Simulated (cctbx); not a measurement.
# Solving a structure by charge flipping

Cell a = 7.0940 Å, b = 7.1240 Å, c = 10.0020 Å, α = 90.00°, β = 90.00°, γ = 90.00°; space group Imma (no. 74); content Rh4 Cr8 S16.

The data are simulated with cctbx, not measured: Mo Kα, λ = 0.71073 Å, to d = 0.77 Å, 50 % of the full sphere, strongest reflection 40000 counts, noise from counting, a 3 % proportional error and a noise floor of 15 counts (s.d.); no absorption.

Charge flipping in P1 on normalised amplitudes to 0.9 Å, δ = 1.1 σ, 20 % of the reflections treated as weak, 100 cycles:

```text
cycle      R  skewness
    0  0.593     0.24
    8  0.475     1.11
   16  0.502     1.44
   24  0.475     1.54
   32  0.493     1.65
   40  0.506     1.91
   48  0.490     2.05
   56  0.494     1.92
   64  0.489     2.08
   72  0.483     2.09
   80  0.476     2.02
   88  0.486     2.17
   96  0.472     2.12
origin shift          correlation  skewness
 0.228  0.209  0.256      0.924      3.39
 0.228  0.458  0.255      0.921      3.04
 0.479  0.209  0.005      0.909      2.03
 0.224  0.208  0.382      0.917      3.57
taken: symmetry correlation 0.917, skewness 3.57
peak      x       y       z  mult  height/sigma
Q1    0.0000  0.0000  0.0000    4     15.0
Q2    0.0000  0.2500  0.3748    4      6.6
Q3    0.2500  0.2500  0.7500    4      6.1
Q4    0.2465  0.2500  0.0169    8      4.9
Q5    0.0000  0.9905  0.2419    8      4.8
Q6    0.0897  0.0179  0.8685   16      2.6
Q7    0.2500  0.2500  0.2500    4      2.1
Q8    0.1223  0.1544  0.8267   16      2.0
Q9    0.1687  0.0758  0.0679   16      1.8
Q10   0.1351  0.0924  0.4473   16      1.7
```

The origin is taken among those within 0.04 of the best correlation, by the skewness of the map.

It took 0.35 s on 1 thread of Arm Neoverse V2, on a shared host, peak memory 0.07 GiB.

**Question.** Which peaks are atoms, and which elements?

Heights go roughly as Z and multiplicities must add up to the content. First model: Q1 = Rh1 (4 in the cell, height 15.0), Q2 = Cr1 (4 in the cell, height 6.6), Q3 = Cr2 (4 in the cell, height 6.1), Q4 = S1 (8 in the cell, height 4.9) and Q5 = S2 (8 in the cell, height 4.8). Against the true structure, Q1 is Rh, Q2 is Cr, Q3 is Cr, Q4 is S and Q5 is S; the other peaks are not atoms.

Least squares on F², isotropic:

```text
Rint 0.027, 324 unique reflections to 0.77 A
cycle     R1     wR2    GooF  max shift (A)
   1  0.3544  0.6964  22.704   0.33434
   3  0.0171  0.0425   1.387   0.00000
final R1 0.0171 wR2 0.0425 GooF 1.387  parameters 10  data/parameter 32.4
atom        x        y        z      Ueq    occ   su(xyz)  su(Uiso or U11)
Rh1    0.00000  0.00000  0.00000   0.0105  1.000  0.00000  0.0001
Cr1    0.00000  0.25000  0.36995   0.0097  1.000  0.00009  0.0002
Cr2    0.25000  0.25000  0.75000   0.0073  1.000  0.00000  0.0002
S1     0.24826  0.25000 -0.01575   0.0139  1.000  0.00013  0.0002
S2     0.00000  0.97831  0.25257   0.0128  1.000  0.00013  0.0002
difference map: max 0.96 min -1.10 rms 0.15
Q1    0.0000  0.0199  0.9556    8    1.02  0.47 A from Rh1
Q2    0.0000  0.2500  0.3185    4    0.90  0.51 A from Cr1
Q3    0.0000  0.0319  0.7068    8    0.78  0.41 A from S2
Q4    0.0000  0.0114  0.7931    8    0.70  0.46 A from S2
Q5    0.0000  0.1348  0.8917    8    0.69  1.45 A from Rh1
```

Anisotropic refinement:

```text
Rint 0.027, 324 unique reflections to 0.77 A
cycle     R1     wR2    GooF  max shift (A)
   1  0.0171  0.0426   1.419   0.00081
   2  0.0109  0.0270   0.900   0.00000
final R1 0.0109 wR2 0.0270 GooF 0.900  parameters 24  data/parameter 13.5
atom        x        y        z      Ueq    occ   su(xyz)  su(Uiso or U11)
Rh1    0.00000  0.00000  0.00000   0.0104  1.000  0.00000  0.0001
Cr1    0.00000  0.25000  0.37000   0.0098  1.000  0.00006  0.0002
Cr2    0.25000  0.25000  0.75000   0.0072  1.000  0.00000  0.0002
S1     0.24819  0.25000 -0.01579   0.0137  1.000  0.00009  0.0003
S2     0.00000  0.97839  0.25262   0.0127  1.000  0.00009  0.0003
difference map: max 0.58 min -0.45 rms 0.12
Q1    0.0000  0.1436  0.8899    8    0.59  1.50 A from Rh1
Q2    0.1238  0.2500  0.3974    8    0.45  0.92 A from Cr1
Q3    0.2500  0.1679  0.7500    8    0.43  0.58 A from Cr2
Q4    0.0000  0.2500  0.3178    4    0.40  0.52 A from Cr1
Q5    0.1482  0.2500  0.6460    8    0.37  1.27 A from Cr2
Q6    0.0000  0.2500  0.4735    4    0.37  1.04 A from Cr1
```

**Reading.** The refinement ends at R1 = 0.0109, wR2 = 0.0270, GooF = 0.90, with difference density between -0.45 and 0.58 e/Å³. Every site matches the true model in element, within 0.001 Å r.m.s., up to an allowed shift of origin.

True model:

| atom | mult. | x | y | z | Ueq (Å²) |
| --- | --- | --- | --- | --- | --- |
| Rh1 | 4 | 0 | 1/2 | 0 | 0.0103 |
| Cr1 | 4 | 1/4 | 1/4 | 1/4 | 0.0071 |
| Cr2 | 4 | 0 | 1/4 | 0.6300 | 0.0095 |
| S1 | 8 | 0.2482 | 3/4 | 0.9842 | 0.0137 |
| S2 | 8 | 1/2 | 0.4785 | 0.2473 | 0.0125 |

The model is made up (kin elements in a known structure type, no relaxation), so it says nothing on whether the phase exists.

[Middle refinement cycles are left out of these outputs.]

[Logs are printed without paths, hosts, clocks, repeated set-up lines and the standing remarks that a program may print on its own settings, such as how far it seeks lower states.]
